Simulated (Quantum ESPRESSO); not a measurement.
## Optical response of MgS (Niningerite)

Aim: the dielectric function of MgS (Niningerite), and the optical constants that follow from it.

Method: DFT, PBE, plane waves with norm-conserving potentials (PseudoDojo), scalar-relativistic, independent-particle optical response without local fields and without the non-local commutator, in Quantum ESPRESSO 7.5.

### Step 1. The starting structure

The structure is cubic, space group Fm-3m (No. 225). Conventional cell: a = 5.203 Å, b = 5.203 Å, c = 5.203 Å, α = 90.00°, β = 90.00°, γ = 90.00°. S has 6 Mg at 2.60 Å nearest. Mg has 6 S at 2.60 Å nearest. Farther neighbours and most contacts between anions are not listed.

### Step 2. Ground state

The self-consistent density comes first; it also tells whether there is a gap, which decides the occupations and the need for a Drude term.

This step: DFT, PBE, plane waves with norm-conserving potentials (PseudoDojo), scalar-relativistic, ground state (Quantum ESPRESSO 7.5).

scf.in reads:

```
&control
  calculation = 'scf'
  prefix = 'x'
  outdir = './tmp'
  pseudo_dir = './'
  verbosity = 'high'
/
&system
  ibrav = 0
  nat = 2
  ntyp = 2
  ecutwfc = 90
  occupations = 'smearing'
  smearing = 'fd'
  degauss = 0.003675
  nbnd = 12
/
&electrons
  conv_thr = 1e-09
  electron_maxstep = 100
/
ATOMIC_SPECIES
  S 1.0 S.upf
  Mg 1.0 Mg.upf
CELL_PARAMETERS angstrom
  0.000000000000 2.601650000000 2.601650000000
  2.601650000000 0.000000000000 2.601650000000
  2.601650000000 2.601650000000 0.000000000000
ATOMIC_POSITIONS crystal
  S 0.500000000000 0.500000000000 0.500000000000
  Mg 0.000000000000 0.000000000000 0.000000000000
K_POINTS automatic
  7 7 7 0 0 0
```

Launch:

```console
mpirun -n 4 pw.x -nk 4 -in scf.in
```

Log:

```text
for quantum simulation of materials; please cite

     using ibrav=0 with symmetry is DISCOURAGED, use correct ibrav instead

     G-vector sticks info
     --------------------
     sticks:   dense  smooth     PW     G-vecs:    dense   smooth      PW
     Sum        1189    1189    349                27317    27317    4285

     Using Slab Decomposition

     bravais-lattice index     =            0
     lattice parameter (alat)  =       6.9528  a.u.
     unit-cell volume          =     237.6694 (a.u.)^3
     number of atoms/cell      =            2
     number of atomic types    =            2
     number of electrons       =        16.00
     number of Kohn-Sham states=           12
     kinetic-energy cutoff     =      90.0000  Ry
     charge density cutoff     =     360.0000  Ry
     scf convergence threshold =      1.0E-09
     mixing beta               =       0.7000
     number of iterations used =            8  plain     mixing
     Exchange-correlation= PBE
                           (   1   4   3   4   0   0   0)

     celldm(1)=   6.952848  celldm(2)=   0.000000  celldm(3)=   0.000000
     celldm(4)=   0.000000  celldm(5)=   0.000000  celldm(6)=   0.000000

     crystal axes: (cart. coord. in units of alat)
               a(1) = (   0.000000   0.707107   0.707107 )
               a(2) = (   0.707107   0.000000   0.707107 )
               a(3) = (   0.707107   0.707107   0.000000 )

     reciprocal axes: (cart. coord. in units 2 pi/alat)
               b(1) = ( -0.707107  0.707107  0.707107 )
               b(2) = (  0.707107 -0.707107  0.707107 )
               b(3) = (  0.707107  0.707107 -0.707107 )

     ./S.upf
     Pseudo is Norm-conserving + core correction, Zval =  6.0
     Generated using ONCVPSP code by D. R. Hamann
     Using radial grid of 1146 points,  6 beta functions with:
                l(1) =   0
                l(2) =   0
                l(3) =   1
                l(4) =   1
                l(5) =   2
                l(6) =   2

     ./Mg.upf
     Pseudo is Norm-conserving, Zval = 10.0
     Generated using ONCVPSP code by D. R. Hamann
     Using radial grid of 1510 points,  4 beta functions with:
                l(1) =   0
                l(2) =   0
                l(3) =   1
                l(4) =   1

     atomic species   valence    mass     pseudopotential
     S                 6.00     1.00000     S ( 1.00)
     Mg               10.00     1.00000     Mg( 1.00)

     48 Sym. Ops., with inversion, found

                                    s                        frac. trans.

     [... symmetry matrices left out ...]
   Cartesian axes

     site n.     atom                  positions (alat units)
         1        S      tau(   1) = (   0.7071068   0.7071068   0.7071068  )
         2        Mg     tau(   2) = (   0.0000000   0.0000000   0.0000000  )

   Crystallographic axes

     site n.     atom                  positions (cryst. coord.)
         1        S      tau(   1) = (  0.5000000  0.5000000  0.5000000  )
         2        Mg     tau(   2) = (  0.0000000  0.0000000  0.0000000  )

     number of k points=    20  Fermi-Dirac smearing, width (Ry)=  0.0037
                       cart. coord. in units 2pi/alat
        k(    1) = (   0.0000000   0.0000000   0.0000000), wk =   0.0058309
        k(    2) = (   0.1010153   0.1010153  -0.1010153), wk =   0.0466472
        k(    3) = (   0.2020305   0.2020305  -0.2020305), wk =   0.0466472
        k(    4) = (   0.3030458   0.3030458  -0.3030458), wk =   0.0466472
        k(    5) = (   0.2020305  -0.0000000   0.0000000), wk =   0.0349854
        k(    6) = (   0.3030458   0.1010153  -0.1010153), wk =   0.1399417
        k(    7) = (   0.4040610   0.2020305  -0.2020305), wk =   0.1399417
        k(    8) = (  -0.2020305  -0.4040610   0.4040610), wk =   0.1399417
        k(    9) = (  -0.1010153  -0.3030458   0.3030458), wk =   0.1399417
        k(   10) = (  -0.0000000  -0.2020305   0.2020305), wk =   0.0699708
        k(   11) = (   0.4040610  -0.0000000   0.0000000), wk =   0.0349854
        k(   12) = (   0.5050763   0.1010153  -0.1010153), wk =   0.1399417
        k(   13) = (  -0.1010153  -0.5050763   0.5050763), wk =   0.1399417
        k(   14) = (   0.0000000  -0.4040610   0.4040610), wk =   0.0699708
        k(   15) = (   0.6060915  -0.0000000   0.0000000), wk =   0.0349854
        k(   16) = (  -0.0000000  -0.6060915   0.6060915), wk =   0.0699708
[...]
cryst. coord.
[...]
k(   13) = (  -0.0000000   0.2857143  -0.4285714), wk =   0.1399417
        k(   14) = (   0.0000000   0.2857143  -0.2857143), wk =   0.0699708
        k(   15) = (   0.0000000   0.4285714   0.4285714), wk =   0.0349854
        k(   16) = (   0.0000000   0.4285714  -0.4285714), wk =   0.0699708
        k(   17) = (   0.1428571   0.2857143   0.4285714), wk =   0.1399417
        k(   18) = (   0.1428571   0.2857143  -0.4285714), wk =   0.2798834
        k(   19) = (   0.1428571   0.4285714  -0.4285714), wk =   0.1399417
        k(   20) = (   0.1428571   0.4285714  -0.2857143), wk =   0.1399417

     Dense  grid:    27317 G-vectors     FFT dimensions: (  45,  45,  45)

     Initial potential from superposition of free atoms

     starting charge      15.9992, renormalised to      16.0000
     Starting wfcs are    9 randomized atomic wfcs +    3 random wfcs

     Self-consistent Calculation

     iteration #  1     ecut=    90.00 Ry     beta= 0.70
     Davidson diagonalization with overlap

            54 MiB given to the printing process from OS
            23 MiB allocation reported by mallinfo(arena+hblkhd)
------------------
     ethr =  1.00E-02,  avg # of iterations =  5.5

     Threshold (ethr) on eigenvalues was too large:
     Diagonalizing with lowered threshold

     Davidson diagonalization with overlap

            55 MiB given to the printing process from OS
            26 MiB allocation reported by mallinfo(arena+hblkhd)
------------------
     ethr =  5.72E-04,  avg # of iterations =  1.9

     total energy              =    -141.05138592 Ry
     estimated scf accuracy    <       0.09087923 Ry

     iteration #  2     ecut=    90.00 Ry     beta= 0.70
     Davidson diagonalization with overlap

            65 MiB given to the printing process from OS
            31 MiB allocation reported by mallinfo(arena+hblkhd)
------------------
     ethr =  5.68E-04,  avg # of iterations =  2.0

     total energy              =    -141.07414365 Ry
     estimated scf accuracy    <       0.01468816 Ry

     iteration #  3     ecut=    90.00 Ry     beta= 0.70
     Davidson diagonalization with overlap

            66 MiB given to the printing process from OS
            32 MiB allocation reported by mallinfo(arena+hblkhd)
------------------
     ethr =  9.18E-05,  avg # of iterations =  2.0

     total energy              =    -141.07682747 Ry
     estimated scf accuracy    <       0.00030252 Ry

     iteration #  4     ecut=    90.00 Ry     beta= 0.70
     Davidson diagonalization with overlap

            67 MiB given to the printing process from OS
            33 MiB allocation reported by mallinfo(arena+hblkhd)
------------------
     ethr =  1.89E-06,  avg # of iterations =  3.9

     total energy              =    -141.07685208 Ry
     estimated scf accuracy    <       0.00001119 Ry

     iteration #  5     ecut=    90.00 Ry     beta= 0.70
     Davidson diagonalization with overlap

            68 MiB given to the printing process from OS
            33 MiB allocation reported by mallinfo(arena+hblkhd)
------------------
     ethr =  6.99E-08,  avg # of iterations =  2.0

     total energy              =    -141.07685428 Ry
     estimated scf accuracy    <       0.00000018 Ry

     iteration #  6     ecut=    90.00 Ry     beta= 0.70
     Davidson diagonalization with overlap

            69 MiB given to the printing process from OS
            34 MiB allocation reported by mallinfo(arena+hblkhd)
------------------
     ethr =  1.10E-09,  avg # of iterations =  2.2

     total energy              =    -141.07685434 Ry
     estimated scf accuracy    <       0.00000002 Ry

     iteration #  7     ecut=    90.00 Ry     beta= 0.70
     Davidson diagonalization with overlap

            70 MiB given to the printing process from OS
            35 MiB allocation reported by mallinfo(arena+hblkhd)
------------------
     ethr =  1.56E-10,  avg # of iterations =  2.0

     End of self-consistent calculation

          k = 0.0000 0.0000 0.0000 (  3479 PWs)   bands (ev):

   -68.4085 -35.1626 -35.1626 -35.1626  -6.2972   6.3664   6.3664   6.3664
    10.0787  14.3192  14.3192  14.3192

     occupation numbers
     1.0000   1.0000   1.0000   1.0000   1.0000   1.0000   1.0000   1.0000
     0.0000   0.0000   0.0000   0.0000

          k = 0.1010 0.1010-0.1010 (  3434 PWs)   bands (ev):

   -68.4084 -35.1638 -35.1628 -35.1628  -6.1005   5.0768   6.2393   6.2393
    11.0229  13.9867  14.5865  14.5865

     occupation numbers
     1.0000   1.0000   1.0000   1.0000   1.0000   1.0000   1.0000   1.0000
     0.0000   0.0000   0.0000   0.0000

          k = 0.2020 0.2020-0.2020 (  3425 PWs)   bands (ev):

   -68.4083 -35.1666 -35.1631 -35.1631  -5.5899   3.0946   5.9859   5.9859
    11.2665  13.9566  13.9566  15.1060

     occupation numbers
     1.0000   1.0000   1.0000   1.0000   1.0000   1.0000   1.0000   1.0000
     0.0000   0.0000   0.0000   0.0000

          k = 0.3030 0.3030-0.3030 (  3423 PWs)   bands (ev):

   -68.4082 -35.1688 -35.1634 -35.1634  -5.0744   1.7398   5.8078   5.8078
    10.9606  13.3421  13.3421  16.4197

     occupation numbers
     1.0000   1.0000   1.0000   1.0000   1.0000   1.0000   1.0000   1.0000
     0.0000   0.0000   0.0000   0.0000

     [... further k points left out ...]

     the Fermi energy is     7.8926 ev

!    total energy              =    -141.07685434 Ry
     estimated scf accuracy    <          2.5E-10 Ry
     smearing contrib. (-TS)   =      -0.00000000 Ry
     internal energy E=F+TS    =    -141.07685434 Ry

     The total energy is F=E-TS. E is the sum of the following terms:
     one-electron contribution =     -86.43748516 Ry
     hartree contribution      =      44.42279881 Ry
     xc contribution           =     -22.34869147 Ry
     ewald contribution        =     -76.71347653 Ry

     convergence has been achieved in   7 iterations

     XML data file, charge density, pseudopotentials, collected wavefunctions

                                        0.00s GPU  (     164 calls)

=------------------------------------------------------------------------------=
   JOB DONE.
=------------------------------------------------------------------------------=
```

The job ended after 3.5 s (4 MPI ranks of Arm Neoverse V2, shared host; peak memory 0.07 GiB; 14 s of CPU time).

Read-outs, printed or worked out from the files:

| Quantity | Value |
| --- | --- |
| total energy | -141.1 Ry |
| gap on the k-mesh | 2.998 eV |
| direct gap on the mesh | 3.712 eV |

There is a gap, 3.00 eV on this mesh (points off the mesh can give less), so no carriers' term is needed.

(Part 1 of 3 ends here.)

[Machine, clock, banner and «Message from routine» lines are left out of the logs.]

[Logs are printed without paths, hosts, clocks, repeated set-up lines and the standing remarks that a program may print on its own settings, such as how far it seeks lower states.]

[Hosts, paths, dates, database ids (printed as entryN), source tags and the programs' standing remarks are cut or masked in the printed files.]
